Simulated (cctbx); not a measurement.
## CuH12Br4N4 with cctbx, script by script

Library: cctbx 2025.11. The data are simulated by the first script.

## 1. Simulate the data

run.py:

```python
from cctbx import adptbx, crystal, miller, sgtbx, xray
from cctbx.array_family import flex
from iotbx.shelx import hklf
from scitbx import matrix
import scitbx.random

cs = crystal.symmetry(unit_cell=(11.473, 8.805, 6.322, 90, 110.62, 90), space_group_symbol='Hall: -C 2y')  # C2/m
atoms = [  # label, site, U (iso, or U11 U22 U33 U12 U13 U23 in A^2), occupancy
    ("Br1", (0.2933, 0, 0.2182), 0.0049, 1),
    ("Br2", (0.0865, 0, 0.7177), 0.0052, 1),
    ("Cu1", (0.5, 0, 0), 0.0057, 1),
    ("N1", (0.4054, 0.1624, 0.7802), 0.0083, 1),
    ("H1", (0.4496, 0.2559, 0.8047), 0.0137, 1),
    ("H2", (0.3298, 0.1774, 0.8113), 0.0136, 1),
    ("H3", (0.3868, 0.1299, 0.6175), 0.0171, 1),
]
xs = xray.structure(crystal_symmetry=cs)
for label, site, u, occ in atoms:
    u = adptbx.u_cif_as_u_star(cs.unit_cell(), u) if isinstance(u, tuple) else u
    xs.add_scatterer(xray.scatterer(label, site=site, u=u, occupancy=occ))
xs.set_inelastic_form_factors(1.3414, "sasaki")
xs.show_summary()
p1 = xs.expand_to_p1()
ms = miller.build_set(p1, anomalous_flag=True, d_min=0.83)
flex.set_random_seed(413203)
scitbx.random.set_random_seed(413203)
ms = ms.select(flex.random_double(ms.size()) < 0.95)
i = ms.structure_factors_from_scatterers(p1, algorithm="direct").f_calc().as_intensity_array().data()
i = i * 70000 / flex.max(i)
sig = flex.sqrt(i + flex.pow2(0.06 * i) + 2 ** 2)
noise = scitbx.random.variate(scitbx.random.normal_distribution())(i.size())
data = ms.array(data=i + sig * noise, sigmas=sig).set_observation_type_xray_intensity()
with open("data.hkl", "w") as f:
    data.export_as_shelx_hklf(f)
print("reflections written:", data.size(), " <I/sigma> = %.1f" % flex.mean(data.data() / data.sigmas()))
for h, a, b in list(data.sort("data"))[:12]:
    print("%4d%4d%4d %9.1f %7.1f" % (h + (a, b)))
```

```console
$ python run.py
```

```text
Number of scatterers: 7
At special positions: 3
Unit cell: (11.473, 8.805, 6.322, 90, 110.62, 90)
Space group: C 1 2/m 1 (No. 12)
reflections written: 4135  <I/sigma> = 7.1
   0   2   0   72831.6  4208.3
   0  -2   0   72004.9  4208.3
   3   1  -1   62987.6  3604.9
   3  -1  -1   59497.7  3604.9
   5   3   0   56705.9  3254.0
  -2   2   3   55639.6  3269.0
  -3  -1   1   55359.1  3604.9
  -3   1   1   53132.6  3604.9
  -5   3   0   53095.0  3254.0
  -5  -3   0   52741.3  3254.0
  -2  -2   3   51925.8  3269.0
   2   2  -3   51830.2  3269.0
```

It took 0.27 s on 1 thread of AMD EPYC 7B13 (Zen 3) (shared host), peak memory 0.07 GiB.

## 2. Refinement (lightest element left out)

run.py:

```python
import math
from cctbx import adptbx, crystal, maptbx, sgtbx, xray
from cctbx.array_family import flex
from cctbx.xray import observations
from iotbx.shelx import hklf
from scitbx.lstbx import normal_eqns_solving
from smtbx import absolute_structure, utils
from smtbx.refinement import constraints, least_squares

cs = crystal.symmetry(unit_cell=(11.473, 8.805, 6.322, 90, 110.62, 90), space_group_symbol='Hall: -C 2y')  # C2/m
atoms = [  # label, site, U (iso, or U11 U22 U33 U12 U13 U23 in A^2), occupancy
    ("Br1", (0.2963, 0, 0.2164), 0.0200, 1),
    ("Br2", (0.0866, 0, 0.7174), 0.0200, 1),
    ("Cu1", (0.5, 0, 0), 0.0200, 1),
    ("N1", (0.4087, 0.1618, 0.7836), 0.0200, 1),
]
xs = xray.structure(crystal_symmetry=cs)
for label, site, u, occ in atoms:
    u = adptbx.u_cif_as_u_star(cs.unit_cell(), u) if isinstance(u, tuple) else u
    xs.add_scatterer(xray.scatterer(label, site=site, u=u, occupancy=occ))
xs.set_inelastic_form_factors(1.3414, "sasaki")
raw = hklf.reader(file_name="data.hkl").as_miller_arrays(crystal_symmetry=cs, anomalous=True)[0]
merged = raw.eliminate_sys_absent().merge_equivalents()
fo2 = merged.array().set_observation_type_xray_intensity()
print("Rint %.3f, %d unique reflections to %.2f A" % (merged.r_int(), fo2.size(), fo2.d_min()))
for sc in xs.scatterers():
    sc.flags.set_grad_site(True)
    sc.flags.set_grad_u_aniso(sc.flags.use_u_aniso())
    sc.flags.set_grad_u_iso(sc.flags.use_u_iso())
obs = fo2.as_xray_observations()
extra = {}
rep = constraints.reparametrisation(xs, [], utils.connectivity_table(xs), **extra)
ls = least_squares.crystallographic_ls(obs, rep, weighting_scheme=least_squares.mainstream_shelx_weighting(a=0, b=0))
print("cycle     R1     wR2    GooF  max shift (A)")
for cycle in range(8):
    ls.build_up()
    r1, wr2, goof = ls.r1_factor(cutoff_factor=2)[0], ls.wR2(), ls.goof()
    old = xs.sites_cart()
    normal_eqns_solving.levenberg_marquardt_iterations(ls, n_max_iterations=3, tau=1e-06, step_threshold=1e-7)
    big = flex.max((xs.sites_cart() - old).norms())
    print("%4d %7.4f %7.4f %7.3f %9.5f" % (cycle + 1, r1, wr2, goof, big))
    ls.build_up(objective_only=True)
    if abs(ls.wR2() - wr2) < 5e-5 and big < 5e-4:
        break
ls.build_up()
print("final R1 %.4f wR2 %.4f GooF %.3f  parameters %d  data/parameter %.1f" % (ls.r1_factor(cutoff_factor=2)[0], ls.wR2(), ls.goof(), ls.n_parameters, fo2.size() / ls.n_parameters))
cov = ls.covariance_matrix_and_annotations()
su = dict(zip(cov.annotations, (math.sqrt(max(v, 0)) for v in cov.matrix.matrix_packed_u_diagonal())))
a2 = cs.unit_cell().reciprocal_parameters()[0] ** -2
print("atom        x        y        z      Ueq    occ   su(xyz)  su(Uiso or U11)")
for sc in xs.scatterers():
    s = max(su.get(sc.label + k, 0) for k in (".x", ".y", ".z"))
    npd = "" if sc.is_positive_definite_u(cs.unit_cell()) else "  NPD"
    print("%-5s %8.5f %8.5f %8.5f %8.4f %6.3f %8.5f %7.4f%s" % ((sc.label,) + sc.site + (sc.u_iso_or_equiv(cs.unit_cell()), sc.occupancy, s, su.get(sc.label + ".uiso", su.get(sc.label + ".u11", 0) * a2), npd)))
fo = fo2.f_sq_as_f()
fc = fo.structure_factors_from_scatterers(xs, algorithm="direct").f_calc()
diff = fo.f_obs_minus_f_calc(1 / math.sqrt(ls.scale_factor()), fc).average_bijvoet_mates()
m = diff.fft_map(symmetry_flags=maptbx.use_space_group_symmetry, resolution_factor=0.25).apply_volume_scaling()
print("difference map: max %.2f min %.2f rms %.2f" % (m.statistics().max(), m.statistics().min(), m.statistics().sigma()))
peaks = m.peak_search(parameters=maptbx.peak_search_parameters(min_distance_sym_equiv=0.6, max_clusters=8)).all()
near = xs.closest_distances(peaks.sites(), distance_cutoff=4)
sps = cs.special_position_settings(min_distance_sym_equiv=0.5)
for k, (x, h) in enumerate(zip(peaks.sites(), peaks.heights())):
    ss = sps.site_symmetry(x)
    print("Q%-3d %7.4f %7.4f %7.4f %4d %7.2f  %.2f A from %s" % ((k + 1,) + tuple(t % 1 for t in ss.exact_site()) + (ss.multiplicity(), h, near.smallest_distances[k], xs.scatterers()[near.i_seqs[k]].label)))
```

```console
$ python run.py
```

```text
Rint 0.040, 583 unique reflections to 0.83 A
cycle     R1     wR2    GooF  max shift (A)
   1  0.1425  0.4066  10.565   0.04303
   2  0.0210  0.0732   1.902   0.00015
final R1 0.0210 wR2 0.0732 GooF 1.902  parameters 11  data/parameter 53.0
atom        x        y        z      Ueq    occ   su(xyz)  su(Uiso or U11)
Br1    0.29329  0.00000  0.21821   0.0044  1.000  0.00006  0.0002
Br2    0.08655  0.00000  0.71783   0.0047  1.000  0.00006  0.0002
Cu1    0.50000  0.00000  0.00000   0.0051  1.000  0.00000  0.0003
N1     0.40482  0.16252  0.77967   0.0076  1.000  0.00038  0.0005
difference map: max 1.04 min -0.42 rms 0.15
Q1    0.1725  0.3229  0.1966    8    1.09  0.96 A from N1
Q2    0.1134  0.3695  0.3845    8    0.99  1.02 A from N1
Q3    0.0493  0.2476  0.2065    8    0.93  0.94 A from N1
Q4    0.0589  0.0000  0.9940    4    0.41  1.88 A from Br2
Q5    0.1716  0.5000  0.7804    4    0.34  0.40 A from Br1
Q6    0.0506  0.0000  0.2014    4    0.34  1.82 A from Br2
Q7    0.2246  0.0000  0.4500    4    0.31  1.89 A from Br1
Q8    0.1894  0.3388  0.0783    8    0.31  1.63 A from N1
```

Time: 0.37 s.

## 3. Refinement (whole model)

run.py, as its changes from the last script of this kind:

```diff
@@ -15,0 +16,3 @@
+    ("H1", (0.449, 0.258, 0.8095), 0.0200, 1),
+    ("H2", (0.3291, 0.1738, 0.8071), 0.0200, 1),
+    ("H3", (0.3883, 0.1337, 0.6178), 0.0200, 1),
@@ -60 +63 @@
-peaks = m.peak_search(parameters=maptbx.peak_search_parameters(min_distance_sym_equiv=0.6, max_clusters=8)).all()
+peaks = m.peak_search(parameters=maptbx.peak_search_parameters(min_distance_sym_equiv=0.6, max_clusters=6)).all()
```

```console
$ python run.py
```

```text
Rint 0.040, 583 unique reflections to 0.83 A
cycle     R1     wR2    GooF  max shift (A)
   1  0.1404  0.3981  10.455   0.05400
   2  0.0143  0.0360   0.946   0.00170
   3  0.0143  0.0360   0.946   0.00000
final R1 0.0143 wR2 0.0360 GooF 0.946  parameters 23  data/parameter 25.3
atom        x        y        z      Ueq    occ   su(xyz)  su(Uiso or U11)
Br1    0.29330  0.00000  0.21819   0.0047  1.000  0.00003  0.0001
Br2    0.08651  0.00000  0.71774   0.0050  1.000  0.00003  0.0001
Cu1    0.50000  0.00000  0.00000   0.0054  1.000  0.00000  0.0001
N1     0.40532  0.16235  0.78027   0.0081  1.000  0.00021  0.0003
H1     0.44923  0.25579  0.80172   0.0213  1.000  0.00292  0.0050
H2     0.33075  0.17689  0.81189   0.0120  1.000  0.00316  0.0043
H3     0.38480  0.13058  0.61625   0.0157  1.000  0.00307  0.0047
difference map: max 0.43 min -0.41 rms 0.10
Q1    0.0611  0.0000  0.9958    4    0.44  1.88 A from Br2
Q2    0.0528  0.0000  0.2030    4    0.34  1.84 A from Br2
Q3    0.1025  0.4079  0.5630    8    0.32  1.24 A from H3
Q4    0.2234  0.0000  0.4517    4    0.31  1.91 A from Br1
Q5    0.1877  0.3450  0.7051    8    0.31  1.44 A from Br1
Q6    0.2339  0.0000  0.6697    4    0.30  1.82 A from Br2
```

Time: 0.38 s.

## 4. Simulate the data

run.py, as its changes from the last script of this kind:

```diff
@@ -21 +21 @@
-xs.set_inelastic_form_factors(1.3414, "sasaki")
+xs.switch_to_neutron_scattering_dictionary()
@@ -24 +24 @@
-ms = miller.build_set(p1, anomalous_flag=True, d_min=0.83)
+ms = miller.build_set(p1, anomalous_flag=True, d_min=0.7)
@@ -29 +29 @@
-i = i * 70000 / flex.max(i)
+i = i * 5000 / flex.max(i)
```

```console
$ python run.py
```

```text
Number of scatterers: 7
At special positions: 3
Unit cell: (11.473, 8.805, 6.322, 90, 110.62, 90)
Space group: C 1 2/m 1 (No. 12)
reflections written: 6906  <I/sigma> = 4.5
  -6   0  -2    5503.7   308.2
   6   0   2    5477.6   308.2
  -5  -3   4    4603.5   271.4
  -5   3   4    4577.5   271.4
   5   3  -4    4530.9   271.4
   5  -3  -4    4137.8   271.4
  -2  -4   3    4129.7   259.2
   2  -4  -3    4105.4   259.2
  -2   4   3    4084.9   259.2
  -4  -6   6    3740.5   222.9
   4   6  -6    3698.4   222.9
   4  -6  -6    3636.8   222.9
```

Time: 0.27 s.

## 5. Refinement (lightest element left out)

run.py, as its changes from the last script of this kind:

```diff
@@ -12,2 +12,2 @@
-    ("Br1", (0.2963, 0, 0.2164), 0.0200, 1),
-    ("Br2", (0.0866, 0, 0.7174), 0.0200, 1),
+    ("Br1", (0.2946, 0, 0.2194), 0.0200, 1),
+    ("Br2", (0.0843, 0, 0.7193), 0.0200, 1),
@@ -15,4 +15 @@
-    ("N1", (0.4087, 0.1618, 0.7836), 0.0200, 1),
-    ("H1", (0.449, 0.258, 0.8095), 0.0200, 1),
-    ("H2", (0.3291, 0.1738, 0.8071), 0.0200, 1),
-    ("H3", (0.3883, 0.1337, 0.6178), 0.0200, 1),
+    ("N1", (0.4069, 0.1594, 0.7856), 0.0200, 1),
@@ -24 +21 @@
-xs.set_inelastic_form_factors(1.3414, "sasaki")
+xs.switch_to_neutron_scattering_dictionary()
@@ -63 +60 @@
-peaks = m.peak_search(parameters=maptbx.peak_search_parameters(min_distance_sym_equiv=0.6, max_clusters=6)).all()
+peaks = m.peak_search(parameters=maptbx.peak_search_parameters(min_distance_sym_equiv=0.6, max_clusters=8)).all()
```

```console
$ python run.py
```

```text
Rint 0.049, 972 unique reflections to 0.70 A
cycle     R1     wR2    GooF  max shift (A)
   1  0.5936  0.8817  15.794   0.05761
   2  0.5234  0.8290  14.849   0.00122
   3  0.5231  0.8289  14.846   0.00004
final R1 0.5231 wR2 0.8289 GooF 14.846  parameters 11  data/parameter 88.4
atom        x        y        z      Ueq    occ   su(xyz)  su(Uiso or U11)
Br1    0.29419  0.00000  0.21790   0.0001  1.000  0.00201  0.0025
Br2    0.08618  0.00000  0.72213   0.0001  1.000  0.00197  0.0026
Cu1    0.50000  0.00000  0.00000   0.0076  1.000  0.00000  0.0034
N1     0.40558  0.16360  0.77802   0.0040  1.000  0.00107  0.0022
difference map: max 75.10 min -42.12 rms 4.85
Q1    0.0954  0.3381  0.2181    8   76.75  0.03 A from N1
Q2    0.0000  0.5000  0.0000    2   71.30  0.00 A from Cu1
Q3    0.2062  0.5000  0.7805    4   61.21  0.01 A from Br1
Q4    0.0845  0.0000  0.7139    4   59.59  0.05 A from Br2
Q5    0.1345  0.5000  0.5161    4   11.24  1.59 A from Br1
Q6    0.1430  0.3713  0.0984    8   10.52  1.15 A from N1
Q7    0.2493  0.1961  0.5737    8   10.15  1.83 A from N1
Q8    0.0366  0.0000  0.1318    4    9.96  1.94 A from Br2
```

Time: 0.41 s.

Figures of merit this high mean that the model is still wrong or incomplete.

## 6. Refinement (whole model)

run.py, as its changes from the last script of this kind:

```diff
@@ -15,0 +16,3 @@
+    ("H1", (0.4505, 0.2502, 0.805), 0.0200, 1),
+    ("H2", (0.3304, 0.1777, 0.8112), 0.0200, 1),
+    ("H3", (0.387, 0.1288, 0.6196), 0.0200, 1),
@@ -60 +63 @@
-peaks = m.peak_search(parameters=maptbx.peak_search_parameters(min_distance_sym_equiv=0.6, max_clusters=8)).all()
+peaks = m.peak_search(parameters=maptbx.peak_search_parameters(min_distance_sym_equiv=0.6, max_clusters=6)).all()
```

```console
$ python run.py
```

```text
Rint 0.049, 972 unique reflections to 0.70 A
cycle     R1     wR2    GooF  max shift (A)
   1  0.1894  0.4372   7.880   0.05172
   2  0.0196  0.0492   0.887   0.00000
final R1 0.0196 wR2 0.0492 GooF 0.887  parameters 23  data/parameter 42.3
atom        x        y        z      Ueq    occ   su(xyz)  su(Uiso or U11)
Br1    0.29332  0.00000  0.21821   0.0051  1.000  0.00007  0.0001
Br2    0.08650  0.00000  0.71769   0.0054  1.000  0.00007  0.0001
Cu1    0.50000  0.00000  0.00000   0.0058  1.000  0.00000  0.0001
N1     0.40540  0.16241  0.78016   0.0085  1.000  0.00004  0.0001
H1     0.44947  0.25594  0.80452   0.0137  1.000  0.00011  0.0001
H2     0.32985  0.17740  0.81122   0.0137  1.000  0.00011  0.0001
H3     0.38680  0.12985  0.61732   0.0171  1.000  0.00012  0.0001
difference map: max 0.38 min -0.44 rms 0.10
Q1    0.0302  0.0554  0.3681    8    0.39  1.35 A from Br2
Q2    0.0881  0.3397  0.4461    8    0.36  0.63 A from H3
Q3    0.0240  0.1497  0.2899    8    0.35  1.13 A from H1
Q4    0.2414  0.3290  0.2515    8    0.32  0.78 A from H2
Q5    0.0916  0.1068  0.2390    8    0.32  1.29 A from H1
Q6    0.1906  0.0565  0.6489    8    0.32  1.49 A from Br2
```

Run time: 0.37 s on 1 thread of AMD EPYC 7B13 (Zen 3), on a shared host, peak memory 0.09 GiB.

[Logs are printed without paths, hosts, clocks, repeated set-up lines and the standing remarks that a program may print on its own settings, such as how far it seeks lower states.]
